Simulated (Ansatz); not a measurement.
# Work function of Cr(100): what the settings cost and change, part 2 of 2

Aim: the work function of Cr(100) across levels of theory at one geometry.

Ansatz 0.2.0; plane-wave DFT, PBE, Ansatz PAW (the session's first sound run).

So far, work function, upper face (eV): step 2 (slab, setting PBE, Ansatz PAW (420 eV)) 3.70; step 3 (LDA) 4.02; step 4 (PBEsol) 3.80.

### 5. Slab

This step: plane-wave DFT, RPBE, Ansatz PAW (Ansatz 0.2.0).

The input, input.yaml:

```yaml
crystal:
  lattice:
    - [2.88, 0.0, 0.0]
    - [0.0, 2.88, 0.0]
    - [0.0, 0.0, 26.64]
  atoms:
    - { symbol: Cr, position: [0.0, 0.0, 0.3378378378], spin: 2.0 }
    - { symbol: Cr, position: [0.5, 0.5, 0.3918918919], spin: -2.0 }
    - { symbol: Cr, position: [0.0, 0.0, 0.4459459459], spin: 2.0 }
    - { symbol: Cr, position: [0.5, 0.5, 0.5], spin: -2.0 }
    - { symbol: Cr, position: [0.0, 0.0, 0.5540540541], spin: 2.0 }
    - { symbol: Cr, position: [0.5, 0.5, 0.6081081081], spin: -2.0 }
    - { symbol: Cr, position: [0.0, 0.0, 0.6621621622], spin: 2.0 }
magnetization:
  spin_polarized: true
kpoints:
  mp_grid: { grid: [14, 14, 1] }
hamiltonian:
  xc: rpbe
scf:
  occupations: { method: fermi_dirac, width: 0.1 }
  convergence: { dr2_threshold: 1.0e-09 }
efield:
  axis: 3
  dipole_correction: true
  ramp_position: 0.97
  ramp_width: 0.06
output:
  write_potential: true
  write_density: true
  volumetric_format: npy
```

Command:

```sh
ansatz run input.yaml --threads 4 --pin off --max-ram 6144MiB --backend cpu --events-out ev --progress --plain --runs-dir out
```

The program printed:

```text
[...]
Crystal: 7 atoms, lattice volume = 220.963 Å³
Basis set: ecut = 420 eV, 4301 PW (Γ)
Bands: 68, of which v1, the nominal top of the filled ones, is band 49 counted from 1 (48 counted from 0)
Symmetry: 8 space group operations
k-points: 36 of 196
[...]
k-point 1 ↑: bands = [... 45 lower, 4.1211, 4.1393, 4.2846, 4.3070, 4.3285, 4.5853, 4.8095, 4.8353, ... 15 higher]
  k-point 2 ↑: bands = [... 45 lower, 4.0735, 4.1477, 4.3706, 4.4448, 4.5580, 4.5878, 4.6663, 4.7304, ... 15 higher]
  k-point 35 ↓: bands = [... 45 lower, 5.2950, 5.2950, 5.9601, 5.9630, 6.1014, 6.1827, 6.2516, 6.2688, ... 15 higher]
[key lines of the parts left out:]
SCF converged after 18 iterations
Magnetization: 4.0661 μB (51.0330 up, 46.9670 down)
Free energy (F): -23673.038151 eV
Fermi energy:    5.045779 eV
Dipole field:    D = 0.000001 V/Å  (p = 0.000001 e·Å, saw-weighted, corrected)
Work function:   Φ+ = 3.5630 eV   Φ− = 3.5631 eV
```

Wall time 2.5 min (4 threads of Arm Neoverse N1, shared host); peak memory 1.4 GiB.

The work function is 3.563 eV, -0.133 eV from the run “PBE, Ansatz PAW (420 eV)”, at 0.92 times its CPU time.

### 6. Run

This step: plane-wave DFT, r2SCAN, Ansatz PAW (Ansatz 0.2.0).

input.yaml: that of step 5 with these lines changed.

```diff
@@ -18,3 +18,3 @@
 hamiltonian:
-  xc: rpbe
+  xc: r2scan
 scf:
```

The program printed:

```text
[...]
Crystal: 7 atoms, lattice volume = 220.963 Å³
Basis set: ecut = 500 eV, 5633 PW (Γ), exchange–correlation on 96×96×800 points (64 copies of the dense FFT grid, shifted against one another)
Bands: 68, of which v1, the nominal top of the filled ones, is band 49 counted from 1 (48 counted from 0)
[...]
k-point 1 ↑: bands = [... 45 lower, 3.5629, 3.6642, 3.7698, 3.9495, 3.9826, 4.0146, 4.2160, 4.2249, ... 15 higher]
  k-point 2 ↑: bands = [... 45 lower, 3.4815, 3.6690, 3.8105, 3.8186, 4.0603, 4.0755, 4.2879, 4.3690, ... 15 higher]
  k-point 35 ↓: bands = [... 45 lower, 5.1518, 5.1518, 5.5971, 5.6304, 5.6437, 5.9646, 6.2161, 6.2402, ... 15 higher]
[key lines of the parts left out:]
SCF converged after 24 iterations
Magnetization: 4.2728 μB (51.1364 up, 46.8636 down)
Free energy (F): -23676.159145 eV
Fermi energy:    4.937654 eV
Dipole field:    D = -0.000000 V/Å  (p = -0.000000 e·Å, saw-weighted, corrected)
Work function:   Φ+ = 3.7330 eV   Φ− = 3.7330 eV
```

Elapsed: 6.3 min, on 4 threads; peak memory 2 GiB.

The work function is 3.733 eV, +0.037 eV from the run “PBE, Ansatz PAW (420 eV)”, at 2.6 times its CPU time.

### 7. Slab

This step: plane-wave DFT, PBE, JTH PAW (Ansatz 0.2.0).

input.yaml: that of step 6 with these lines changed.

```diff
@@ -18,3 +18,4 @@
 hamiltonian:
-  xc: r2scan
+  xc: pbe
+  pseudopotentials: { kind: paw, source: jth }
 scf:
```

The program printed:

```text
[...]
k-point 1 ↑: bands = [... 45 lower, 4.2520, 4.2685, 4.4290, 4.4489, 4.4607, 4.7280, 4.9369, 4.9660, ... 15 higher]
  k-point 2 ↑: bands = [... 45 lower, 4.2076, 4.2754, 4.5089, 4.5868, 4.7007, 4.7222, 4.8258, 4.8977, ... 15 higher]
  k-point 35 ↓: bands = [... 45 lower, 5.4798, 5.4798, 6.1065, 6.1091, 6.2569, 6.2930, 6.3771, 6.3798, ... 15 higher]
[key lines of the parts left out:]
SCF converged after 19 iterations
Magnetization: 4.0537 μB (51.0268 up, 46.9732 down)
Free energy (F): -23637.643713 eV
Fermi energy:    5.177886 eV
Dipole field:    D = -0.000000 V/Å  (p = -0.000000 e·Å, saw-weighted, corrected)
Work function:   Φ+ = 3.6895 eV   Φ− = 3.6895 eV
```

Elapsed: 12 min, on 4 threads; peak memory 5.7 GiB; 45 min of CPU time.

The work function is 3.689 eV, -0.007 eV from the run “PBE, Ansatz PAW (420 eV)”, at 5.1 times its CPU time.

### 8. Run

This step: plane-wave DFT, PBE, norm-conserving (Ansatz 0.2.0).

input.yaml: that of step 7 with these lines changed.

```diff
@@ -19,3 +19,3 @@
   xc: pbe
-  pseudopotentials: { kind: paw, source: jth }
+  pseudopotentials: { kind: nc }
 scf:
```

The program printed:

```text
[...]
Crystal: 7 atoms, lattice volume = 220.963 Å³
Basis set: ecut = 1278.935154 eV, 22959 PW (Γ)
Bands: 68, of which v1, the nominal top of the filled ones, is band 49 counted from 1 (48 counted from 0)
Symmetry: 8 space group operations
k-points: 36 of 196
[...]
k-point 1 ↑: bands = [... 45 lower, 4.0927, 4.1033, 4.2307, 4.2471, 4.2970, 4.5646, 4.7411, 4.8033, ... 15 higher]
  k-point 2 ↑: bands = [... 45 lower, 4.0447, 4.1079, 4.3406, 4.4156, 4.4972, 4.5149, 4.6662, 4.7364, ... 15 higher]
  k-point 35 ↓: bands = [... 45 lower, 5.2014, 5.2014, 5.9088, 5.9113, 6.0650, 6.1110, 6.1865, 6.1924, ... 15 higher]
[key lines of the parts left out:]
SCF converged after 27 iterations
Magnetization: 4.0205 μB (51.0103 up, 46.9897 down)
Free energy (F): -18106.587245 eV
Fermi energy:    4.967692 eV
Dipole field:    D = -0.000001 V/Å  (p = -0.000001 e·Å, saw-weighted, corrected)
Work function:   Φ+ = 3.6996 eV   Φ− = 3.6996 eV
```

Elapsed: 11 min, on 4 threads; peak memory 5.2 GiB; 43 min of CPU time.

The work function is 3.700 eV, +0.003 eV from the run “PBE, Ansatz PAW (420 eV)”, at 4.8 times its CPU time.

### 9. Run

This step: plane-wave DFT, LDA, norm-conserving (Ansatz 0.2.0).

input.yaml: that of step 8 with these lines changed.

```diff
@@ -18,3 +18,3 @@
 hamiltonian:
-  xc: pbe
+  xc: lda
   pseudopotentials: { kind: nc }
```

The program printed:

```text
[...]
Crystal: 7 atoms, lattice volume = 220.963 Å³
Basis set: ecut = 1278.935154 eV, 22959 PW (Γ)
Bands: 68, of which v1, the nominal top of the filled ones, is band 49 counted from 1 (48 counted from 0)
Symmetry: 8 space group operations
k-points: 36 of 196
[...]
k-point 1 ↑: bands = [... 45 lower, 3.8147, 3.8189, 3.9564, 3.9653, 4.0094, 4.2816, 4.4233, 4.5453, ... 15 higher]
  k-point 2 ↑: bands = [... 45 lower, 3.7687, 3.8153, 4.0523, 4.1373, 4.2172, 4.2230, 4.4241, 4.5047, ... 15 higher]
  k-point 35 ↓: bands = [... 45 lower, 4.9130, 4.9130, 5.6105, 5.6129, 5.7792, 5.7875, 5.8877, 5.8972, ... 15 higher]
[key lines of the parts left out:]
SCF converged after 26 iterations
Magnetization: 4.0336 μB (51.0168 up, 46.9832 down)
Free energy (F): -16936.584744 eV
Fermi energy:    4.670428 eV
Dipole field:    D = 0.000000 V/Å  (p = 0.000000 e·Å, saw-weighted, corrected)
Work function:   Φ+ = 4.0023 eV   Φ− = 4.0023 eV
```

Elapsed: 11 min, on 4 threads; peak memory 5.2 GiB; 42 min of CPU time.

The work function is 4.002 eV, +0.306 eV from the run “PBE, Ansatz PAW (420 eV)”, at 4.7 times its CPU time.

### 10. Slab, setting PBE, all layers relaxed

This step: plane-wave DFT, PBE, Ansatz PAW (Ansatz 0.2.0).

input.yaml: that of step 9 with these lines changed.

```diff
@@ -18,4 +18,3 @@
 hamiltonian:
-  xc: lda
-  pseudopotentials: { kind: nc }
+  xc: pbe
 scf:
@@ -28,2 +27,5 @@
   ramp_width: 0.06
+relax:
+  f_tol: 0.01
+  max_steps: 40
 output:
```

The program printed:

```text
[...]
Crystal: 7 atoms, lattice volume = 220.963 Å³
Basis set: ecut = 420 eV, 4301 PW (Γ), exchange–correlation on 40×40×360 points (8 copies of the dense FFT grid, shifted against one another)
Bands: 68, of which v1, the nominal top of the filled ones, is band 49 counted from 1 (48 counted from 0)
[...]
atoms:
    - { symbol: Cr, position: [0, 0.0, 0.340847] }
    - { symbol: Cr, position: [0.5, 0.5, 0.391160] }
    - { symbol: Cr, position: [0, 0.0, 0.446732] }
    - { symbol: Cr, position: [0.5, 0.5, 0.500000] }
    - { symbol: Cr, position: [0, 0.0, 0.553268] }
    - { symbol: Cr, position: [0.5, 0.5, 0.608840] }
    - { symbol: Cr, position: [0, 0.0, 0.659153] }
[key lines of the parts left out:]
SCF converged after 13 iterations
Magnetization: 3.8346 μB (50.9173 up, 47.0827 down)
Free energy (F): -23641.094671 eV
Fermi energy:    4.897757 eV
Dipole field:    D = -0.000000 V/Å  (p = -0.000000 e·Å, saw-weighted, corrected)
Work function:   Φ+ = 3.7059 eV   Φ− = 3.7059 eV
```

Elapsed: 6.7 min, on 4 threads; peak memory 1.1 GiB; 26 min of CPU time.

The relaxation took 5 steps and lowered the energy by 0.050 eV; the largest force on the free atoms ends at 0.0017 eV/Å.

The work function is 3.706 eV, +0.009 eV from the run “PBE, Ansatz PAW (420 eV)”, at 2.9 times its CPU time.

### 11. Comparing the runs

Times are for 4 threads of Arm Neoverse N1, shared host. The runs compared:

```csv
no.,setting,"work function, upper face (eV)",time,memory (GiB)
1,"PBE, Ansatz PAW (420 eV)",3.697,2.7 min,1.4
2,"LDA, Ansatz PAW (420 eV)",4.020,3 min,1.4
3,"PBEsol, Ansatz PAW (420 eV)",3.799,2.5 min,1.4
4,"RPBE, Ansatz PAW (420 eV)",3.563,2.5 min,1.4
5,"r2SCAN, Ansatz PAW (500 eV)",3.733,6.3 min,2.0
6,"PBE, JTH PAW (1230 eV)",3.689,12 min,5.7
7,"PBE, norm-conserving (1279 eV)",3.700,11 min,5.2
8,"LDA, norm-conserving (1279 eV)",4.002,11 min,5.2
9,"PBE, all layers relaxed",3.706,6.7 min,1.1
```

### 12. A changed input

An input spoilt on purpose, to show how the run answers: it repeats the earlier run “PBE, Ansatz PAW (420 eV)” with efield.axis from 3 to 0, and scf.max_iter set to 60; its output block differs too.

input.yaml: that of step 10 with these lines changed.

```diff
@@ -22,4 +22,5 @@
   convergence: { dr2_threshold: 1.0e-09 }
+  max_iter: 60
 efield:
-  axis: 3
+  axis: 0
   dipole_correction: true
@@ -27,5 +28,2 @@
   ramp_width: 0.06
-relax:
-  f_tol: 0.01
-  max_steps: 40
 output:
```

The program printed:

```text
Error: invalid value for `efield.axis`: must be in [1, 3]; got 0
```

Run time: 0.02 s. Hardware: 4 threads; peak memory 0.09 GiB; 0.02 s of CPU time.

The input was rejected at the start.

The program's message: “Error: invalid value for `efield.axis`: must be in [1, 3]; got 0”

The fault put into the input: an axis of 0, outside the range 1 to 3.

### 13. Summary of results

| Item | Value |
| --- | --- |
| work function, PBE, Ansatz PAW (420 eV) | 3.697 eV |
| work function, LDA, Ansatz PAW (420 eV) | 4.020 eV |
| work function, RPBE, Ansatz PAW (420 eV) | 3.563 eV |
| work function, r2SCAN, Ansatz PAW (500 eV) | 3.733 eV |
| work function, PBE, all layers relaxed | 3.706 eV |

**Reading.** PBE on the default files gives 3.70 eV, and the settings tried spread the value from 3.56 to 4.02 eV. At one geometry LDA lies 0.32 eV above PBE. The choice of pseudopotentials moves the PBE value by 0.010 eV. Relaxing the layers changes it by +0.009 eV. The ladder's slabs use the tabulated experimental lattice constant (two decimals; a low-temperature value for the alkali metals). The magnetic order is the one reached from the typed start; other orders were not compared.

[Long decimals in the printed logs are rounded to 6 places.]

[Logs are printed without paths, hosts, clocks, repeated set-up lines and the standing remarks that a program may print on its own settings, such as how far it seeks lower states.]

[Hosts, paths, dates, database ids (printed as entryN), source tags and the programs' standing remarks are cut or masked in the printed files.]

[Maps of the electrostatic potential energy from Ansatz leave out the sawtooth potential of an applied field or a dipole correction, so their vacuum need not be flat; planar profiles and work functions include it.]
